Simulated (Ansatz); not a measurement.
**Phonons of ScCu (Pm-3m) against volume**

Wanted: mode Grüneisen parameters of ScCu (Pm-3m).

Calculated with Ansatz 0.2.0; DFT PBEsol, scalar-relativistic, plane waves, PAW; PAW set soft_1.

Report form: inputs, costs, results and the conclusion, without the logs.

## 1. The structure

Symmetry: Pm-3m, No. 221, cubic system. The conventional cell has a = 3.209 Å, b = 3.209 Å, c = 3.209 Å, α = 90.00°, β = 90.00°, γ = 90.00°. Sc has 8 Cu at 2.78 Å nearest. Nearest to Cu lie 8 Sc at 2.78 Å. Farther neighbours, and contacts between anions beyond the nearest, are not listed.

## 2. Phonons on a q mesh

Stability and thermal properties need the whole zone. Linear response on a 4×4×4 q mesh gives force constants as far as a supercell of that size would.

The input, input.yaml:

```yaml
crystal:
  lattice:
    - [3.2090828088, 0.0, 0.0]
    - [0.0, 3.2090828088, 0.0]
    - [0.0, 0.0, 3.2090828088]
  atoms:
    - { symbol: Sc, position: [0.5, 0.5, 0.5] }
    - { symbol: Cu, position: [0.0, 0.0, 0.0] }
kpoints:
  mp_grid: { grid: [16, 16, 16] }
hamiltonian:
  xc: pbesol
  pseudopotentials: { kind: paw, azcp: { folder: soft_1 }, xc_functional: pbe }
scf:
  occupations: { method: methfessel_paxton, width: 0.2 }
output:
  eigenvalues: true
phonons:
  method: dfpt
  qmesh: [4, 4, 4]
  temperatures: { t_max: 1000, t_step: 50 }
  qpath:
    path:
      - [[0.0, 0.0, 0.0], [0.0, 0.5, 0.0], [0.5, 0.5, 0.0], [0.0, 0.0, 0.0], [0.5, 0.5, 0.5], [0.0, 0.5, 0.0]]
      - [[0.5, 0.5, 0.5], [0.5, 0.5, 0.0]]
    npoints: 10
```

Run with:

```
ansatz run input.yaml --threads 4 --pin off --max-ram 10240MiB --backend cpu --events-out ev --progress --plain --runs-dir out
```

Run time: 14 min. Hardware: 4 threads of Arm Neoverse V1, shared host; peak memory 3.8 GiB.

Numbers from this step:

```yaml
volume_per_atom: 16.52 Å³
gap_on_the_k_mesh: 0 eV
sum_rule_residual_before_enforcement: 3.30e-5 eV/Å²
lowest_frequency_on_the_path: 0 cm⁻¹
point_group: m-3m
highest_frequency_on_path_mesh_or_solved_points: 243.6 cm⁻¹
mean_frequency: 146.5 cm⁻¹
debye_temperature_second_moment: 295 K
logarithmic_mean_frequency: 132.2 cm⁻¹
highest_optical_mode_at_the_zone_centre_no_lo_to_term: 193.8 cm⁻¹
lowest_optical_zone_centre_mode: 193.8 cm⁻¹
lowest_mode_on_the_q_mesh_acoustic_modes_at_gamma_apart: 29.35 cm⁻¹
zero_point_energy_per_atom: 27.24 meV
heat_capacity_at_300_k: 23.79 J/(mol atoms K)
vibrational_entropy_at_300_k: 36.9 J/(mol atoms K)
```

Frequencies (cm⁻¹) solved at each irreducible wavevector; negative means imaginary. Frequencies by wavevector, by row:

```tsv
q in reciprocal lattice units	star	mode 1	mode 2	mode 3	mode 4	mode 5	mode 6
0 0 0	1	0	0	0	193.8	193.8	193.8
0 0 0.25	6	79.8	79.8	103.7	182.6	182.6	216.1
0 0 -0.5	3	109	131.6	131.6	152.4	152.4	242.9
0 0.25 0.25	12	63.1	99.5	123.7	165.7	206.7	209.8
0 0.25 -0.5	12	65.5	98.2	131.2	134.9	205.7	241.5
0 -0.5 -0.5	3	29.4	29.4	117.5	128.9	230.4	230.4
0.25 0.25 0.25	8	93.9	93.9	109.8	199.6	203.1	203.1
0.25 0.25 -0.5	12	57.5	97.9	117	192.8	201.2	238
0.25 -0.5 -0.5	6	64	64	113.6	184.9	237.6	237.6
-0.5 -0.5 -0.5	1	81.4	81.4	81.4	242.1	242.1	242.1
```

Symmetry leaves 10 wavevectors to solve. The lowest mode among them, the acoustic zeros apart, lies at q = (0, -0.5, -0.5) and is real, 29.4 cm⁻¹.

## 3. Relaxing at another volume, volume ratio 0.97

The volume is scaled by 0.97 and held; symmetry leaves nothing to relax, so this is a single point. The modes can then be followed against volume.

input.yaml, the sections that differ from step 2:

```yaml
crystal:
  lattice:
    - [3.1766656146, 0.0, 0.0]
    - [0.0, 3.1766656146, 0.0]
    - [0.0, 0.0, 3.1766656146]
  atoms:
    - { symbol: Sc, position: [0.5, 0.5, 0.5] }
    - { symbol: Cu, position: [0.0, 0.0, 0.0] }
output:
  forces: true
  stress: true
  eigenvalues: true
# kpoints, hamiltonian, scf: as in step 2
# phonons: removed
```

Run time: 2.4 s. Hardware: 4 threads; peak memory 0.4 GiB; 8.6 s of CPU time.

Read from the output:

| Item | Value |
| --- | --- |
| pressure | 3.204 GPa |
| volume per atom | 16.03 Å³ |

The run ends at a pressure of 3.20 GPa.

## 4. Phonons at the other volume, volume ratio 0.97

The phonons are repeated at this volume on the same meshes, so that differences come from the volume alone.

input.yaml: that of step 3 with these lines changed.

```diff
@@ -16,4 +16,11 @@
 output:
-  forces: true
-  stress: true
   eigenvalues: true
+phonons:
+  method: dfpt
+  qmesh: [4, 4, 4]
+  temperatures: { t_max: 1000, t_step: 50 }
+  qpath:
+    path:
+      - [[0.0, 0.0, 0.0], [0.0, 0.5, 0.0], [0.5, 0.5, 0.0], [0.0, 0.0, 0.0], [0.5, 0.5, 0.5], [0.0, 0.5, 0.0]]
+      - [[0.5, 0.5, 0.5], [0.5, 0.5, 0.0]]
+    npoints: 10
```

The job ended after 13 min (4 threads; peak memory 3.7 GiB; 52 min of CPU time).

Numbers from this step:

- sum-rule residual before enforcement: 4.69e-5 eV/Å²
- highest frequency on path, mesh or solved points: 255.5 cm⁻¹
- mean frequency: 153.7 cm⁻¹
- Debye temperature (second moment): 310 K
- logarithmic mean frequency: 138.5 cm⁻¹
- highest optical mode at the zone centre (no LO-TO term): 205.1 cm⁻¹
- lowest optical zone-centre mode: 205.1 cm⁻¹
- lowest mode on the q mesh (acoustic modes at Γ apart): 27.16 cm⁻¹
- zero-point energy per atom: 28.59 meV
- heat capacity at 300 K: 23.68 J/(mol atoms K)
- vibrational entropy at 300 K: 35.8 J/(mol atoms K)

Frequencies (cm⁻¹) solved at each irreducible wavevector; negative means imaginary. Frequencies by wavevector, by row:

```tsv
q in reciprocal lattice units	star	mode 1	mode 2	mode 3	mode 4	mode 5	mode 6
0 0 0	1	0	0	0	205.1	205.1	205.1
0 0 0.25	6	83.1	83.1	109.1	192.6	192.6	227.3
0 0 -0.5	3	116	138.4	138.4	159	159	254.2
0 0.25 0.25	12	63.6	103.8	130.5	174.6	219.1	219.2
0 0.25 -0.5	12	67.3	102.1	138.1	141.4	216.7	253.9
0 -0.5 -0.5	3	27.2	27.2	124.3	135.9	242.8	242.8
0.25 0.25 0.25	8	98	98	114.2	210	213.7	213.7
0.25 0.25 -0.5	12	59.6	102.1	124.3	203.8	209.4	250
0.25 -0.5 -0.5	6	69.2	69.2	121	192.7	248.8	248.8
-0.5 -0.5 -0.5	1	89.5	89.5	89.5	252.2	252.2	252.2
```

The highest optical mode at the zone centre (no LO-TO term) is 205.1 cm⁻¹, +11.2 cm⁻¹ against the base run.

## 5. Relaxing at another volume, volume ratio 1.03

The volume is scaled by 1.03 and held; symmetry leaves nothing to relax, so this is a single point. The modes can then be followed against volume.

input.yaml, the sections that differ from step 4:

```yaml
crystal:
  lattice:
    - [3.2408579724, 0.0, 0.0]
    - [0.0, 3.2408579724, 0.0]
    - [0.0, 0.0, 3.2408579724]
  atoms:
    - { symbol: Sc, position: [0.5, 0.5, 0.5] }
    - { symbol: Cu, position: [0.0, 0.0, 0.0] }
output:
  forces: true
  stress: true
  eigenvalues: true
# kpoints, hamiltonian, scf: as in step 4
# phonons: removed
```

It took 2.5 s on 4 threads; peak memory 0.4 GiB; 8.8 s of CPU time.

Numbers from this step:

- pressure: -2.740 GPa
- volume per atom: 17.02 Å³

The run ends at a pressure of -2.74 GPa.

## 6. Phonons at the other volume, volume ratio 1.03

input.yaml: that of step 5 with these lines changed.

```diff
@@ -16,4 +16,11 @@
 output:
-  forces: true
-  stress: true
   eigenvalues: true
+phonons:
+  method: dfpt
+  qmesh: [4, 4, 4]
+  temperatures: { t_max: 1000, t_step: 50 }
+  qpath:
+    path:
+      - [[0.0, 0.0, 0.0], [0.0, 0.5, 0.0], [0.5, 0.5, 0.0], [0.0, 0.0, 0.0], [0.5, 0.5, 0.5], [0.0, 0.5, 0.0]]
+      - [[0.5, 0.5, 0.5], [0.5, 0.5, 0.0]]
+    npoints: 10
```

It took 14 min on 4 threads; peak memory 3.9 GiB.

Numbers from this step:

```yaml
sum_rule_residual_before_enforcement: 6.10e-5 eV/Å²
highest_frequency_on_path_mesh_or_solved_points: 232.3 cm⁻¹
mean_frequency: 139.3 cm⁻¹
debye_temperature_second_moment: 280 K
logarithmic_mean_frequency: 125.9 cm⁻¹
highest_optical_mode_at_the_zone_centre_no_lo_to_term: 183.0 cm⁻¹
lowest_optical_zone_centre_mode: 183.0 cm⁻¹
lowest_mode_on_the_q_mesh_acoustic_modes_at_gamma_apart: 29.48 cm⁻¹
zero_point_energy_per_atom: 25.91 meV
heat_capacity_at_300_k: 23.89 J/(mol atoms K)
vibrational_entropy_at_300_k: 38.06 J/(mol atoms K)
```

Frequencies (cm⁻¹) solved at each irreducible wavevector; negative means imaginary. Frequencies by wavevector, by row:

```tsv
q in reciprocal lattice units	star	mode 1	mode 2	mode 3	mode 4	mode 5	mode 6
0 0 0	1	0	0	0	183	183	183
0 0 0.25	6	76.6	76.6	98.5	173	173	205.3
0 0 -0.5	3	102.2	124.9	124.9	146	146	232
0 0.25 0.25	12	62.3	95.3	117.1	157	194.8	200.7
0 0.25 -0.5	12	63.2	94.1	124.5	128.6	195.3	229.6
0 -0.5 -0.5	3	29.5	29.5	111	122.1	218.5	218.5
0.25 0.25 0.25	8	89.8	89.8	105.2	189.6	192.9	192.9
0.25 0.25 -0.5	12	54.9	93.4	110	182.2	193.2	226.4
0.25 -0.5 -0.5	6	58.5	58.5	106.4	177.3	226.8	226.8
-0.5 -0.5 -0.5	1	73.2	73.2	73.2	232.2	232.2	232.2
```

The highest optical mode at the zone centre (no LO-TO term) is 183.0 cm⁻¹, -10.8 cm⁻¹ against the base run.

## 7. Grüneisen parameters

The Grüneisen parameter of a mode is minus the logarithmic change of its frequency with volume, −d ln ω / d ln V; weighted by heat capacity it gives the expansion.

Numbers from this step:

| Quantity | Value |
| --- | --- |
| bulk modulus | 99 GPa |

Phonon branches along the path, in cm⁻¹:

```tsv
point	branch 1	branch 2	branch 3	branch 4	branch 5	branch 6
Γ	0	0	0	194	194	194
halfway	80	80	104	183	183	216
X	109	132	132	152	152	243
halfway	66	98	131	135	206	242
M	29	29	118	129	230	230
halfway	63	99	124	166	207	210
Γ	0	0	0	194	194	194
halfway	94	94	110	200	203	203
R	81	81	81	242	242	242
halfway	58	98	117	193	201	238
X	109	132	132	152	152	243
jump to R	81	81	81	242	242	242
halfway	64	64	114	185	238	238
M	29	29	118	129	230	230
```

The same for volume x 0.97:

```tsv
point	branch 1	branch 2	branch 3	branch 4	branch 5	branch 6
Γ	0	0	0	205	205	205
X	116	138	138	159	159	254
M	27	27	124	136	243	243
Γ	0	0	0	205	205	205
R	90	90	90	252	252	252
X	116	138	138	159	159	254
R	90	90	90	252	252	252
M	27	27	124	136	243	243
```

The same for volume x 1.03:

```tsv
point	branch 1	branch 2	branch 3	branch 4	branch 5	branch 6
Γ	0	0	0	183	183	183
X	102	125	125	146	146	232
M	30	30	111	122	218	218
Γ	0	0	0	183	183	183
R	73	73	73	232	232	232
X	102	125	125	146	146	232
R	73	73	73	232	232	232
M	30	30	111	122	218	218
```

Mode Grueneisen parameter -dln(w)/dln(V), modes matched by rank; at Γ the acoustic branches take the value of a neighbouring point of the path. The mode Grüneisen parameters at the labelled points ():

```tsv
point	branch 1	branch 2	branch 3	branch 4	branch 5	branch 6
Γ	1.27	1.27	1.44	1.90	1.90	1.90
halfway	1.36	1.36	1.70	1.79	1.79	1.70
X	2.11	1.71	1.71	1.42	1.42	1.52
halfway	1.05	1.36	1.73	1.59	1.73	1.68
M	-1.35	-1.35	1.89	1.78	1.76	1.76
halfway	0.34	1.41	1.81	1.77	1.96	1.47
Γ	0.70	1.25	1.61	1.90	1.90	1.90
halfway	1.46	1.46	1.37	1.70	1.70	1.70
R	3.37	3.37	3.37	1.37	1.37	1.37
halfway	1.37	1.48	2.04	1.87	1.34	1.65
X	2.11	1.71	1.71	1.42	1.42	1.52
jump to R	3.37	3.37	3.37	1.37	1.37	1.37
halfway	2.80	2.80	2.14	1.39	1.54	1.54
M	-1.35	-1.35	1.89	1.78	1.76	1.76
```

(dS/dlnV)/C_V. Thermodynamic Grueneisen parameter against temperature:

```tsv
temperature (K)	thermodynamic Grueneisen parameter
50	1.48
100	1.56
150	1.58
200	1.58
250	1.58
300	1.59
350	1.59
400	1.59
450	1.59
500	1.59
550	1.59
600	1.59
650	1.59
700	1.59
750	1.59
800	1.59
850	1.59
900	1.59
950	1.59
1000	1.59
```

Gamma C_V/(B V) at the static volume. Table of volume expansion by temperature:

```tsv
temperature (K)	volume expansion (1e-6/K)
50	13.1
100	27.3
150	33.4
200	36.1
250	37.5
300	38.3
350	38.8
400	39.1
450	39.4
500	39.5
550	39.6
600	39.8
650	39.8
700	39.9
750	39.9
800	40.0
850	40
900	40.0
950	40.0
1000	40.1
```

## 8. Results

```
bulk modulus                               : 99 GPa
thermodynamic Grüneisen parameter at 300 K : 1.586
volume expansion at 300 K, estimated       : 38.31 × 10⁻⁶ K⁻¹
```

**Reading.** By this estimate the volume grows by 38.3 × 10⁻⁶ per kelvin at 300 K. The highest optical mode at Γ goes from 205 to 183 cm⁻¹ as the cell grows, a Grüneisen parameter of 1.89. Mode parameters on the path run from -1.4 to 3.4, with a median of 1.7. Modes with negative values stiffen as the cell grows and pull against the expansion. Branches are matched by rank, so values near crossings are rough. The expansion is the Grüneisen estimate at the static volume, with the static bulk modulus. With no gap, or one that is small against the smearing, the frequencies hang on the k mesh and the smearing, most of all near Kohn anomalies. The PAW files were made for PBE and serve the other functionals too. A phonon run warned that its eigensolver left some bands unconverged in a pass.

[Long decimals in the printed logs are rounded to 6 places.]

[Logs are printed without paths, hosts, clocks, repeated set-up lines and the standing remarks that a program may print on its own settings, such as how far it seeks lower states.]

[Hosts, paths, dates, database ids (printed as entryN), source tags and the programs' standing remarks are cut or masked in the printed files.]

[Where the starting crystal was built by hand or by swapping elements, it need not be the compound's stable phase.]
